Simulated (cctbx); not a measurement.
# What resolution and counting buy: ScAl8In4

Space group I4/mmm (no. 139), a = 9.1370 Å, b = 9.1370 Å, c = 5.3740 Å, α = 90.00°, β = 90.00°, γ = 90.00°.

```
atom  mult.       x       y    z  Ueq (Å²)
 In1      8     3/4     3/4  1/4    0.0115
 Sc1      2       0       0    0    0.0359
 Al1      8       0  0.2172  1/2    0.0299
 Al2      8  0.8357     1/2  1/2    0.0317
```

The model was made for the exercise: a known structure type with other elements put in, its volume estimated, not relaxed; displacement parameters are assumed.

Five simulated data sets (cctbx; Mo Kα, λ = 0.71073 Å; 6 % proportional error) differ in resolution or exposure (noise floor 4 counts in the first three, 8 in the last two). Each is refined with the right model, isotropic at 1.1 Å and anisotropic otherwise. How do the figures of merit and the uncertainties move?

| d min (Å) | top counts | ⟨I/σ⟩ (unmerged, absences included) | unique | param. (scale apart) | Rint | R1 | GooF | largest s.u. xyz (fractional) | s.u. U of Al1 (Å²) | largest error (Å) |
| --- | --- | --- | --- | --- | --- | --- | --- | --- | --- | --- |
| 1.1 | 20000 | 4.6 | 68 | 6 | 0.050 | 0.0230 | 2.51 | 0.00058 | 0.0018 | 0.0111 |
| 0.84 | 20000 | 4.3 | 138 | 14 | 0.044 | 0.0134 | 1.02 | 0.00017 | 0.0007 | 0.0011 |
| 0.6 | 20000 | 3.0 | 346 | 14 | 0.050 | 0.0160 | 1.02 | 0.00017 | 0.0006 | 0.0011 |
| 0.75 | 300 | 0.6 | 190 | 14 | 0.318 | 0.0502 | 0.93 | 0.00331 | 0.0086 | 0.0251 |
| 0.75 | 3000 | 2.0 | 190 | 14 | 0.076 | 0.0226 | 0.94 | 0.00064 | 0.0022 | 0.0062 |

GooF reaches 2.51 where the model lacks something that the data hold (anisotropy at the isotropic level, for one). The s.u. of U for Al1 goes 0.0018, 0.0007, 0.0006 Å² with resolution and 0.0086, 0.0022 Å² with exposure.

The 1.1 Å row also differs in its displacement model, so it isn't a clean test of resolution.

Hardware for the 0.6 Å refinement: 0.37 s on 1 thread of Arm Neoverse V2 (shared host), peak memory 0.09 GiB.

[Logs are printed without paths, hosts, clocks, repeated set-up lines and the standing remarks that a program may print on its own settings, such as how far it seeks lower states.]
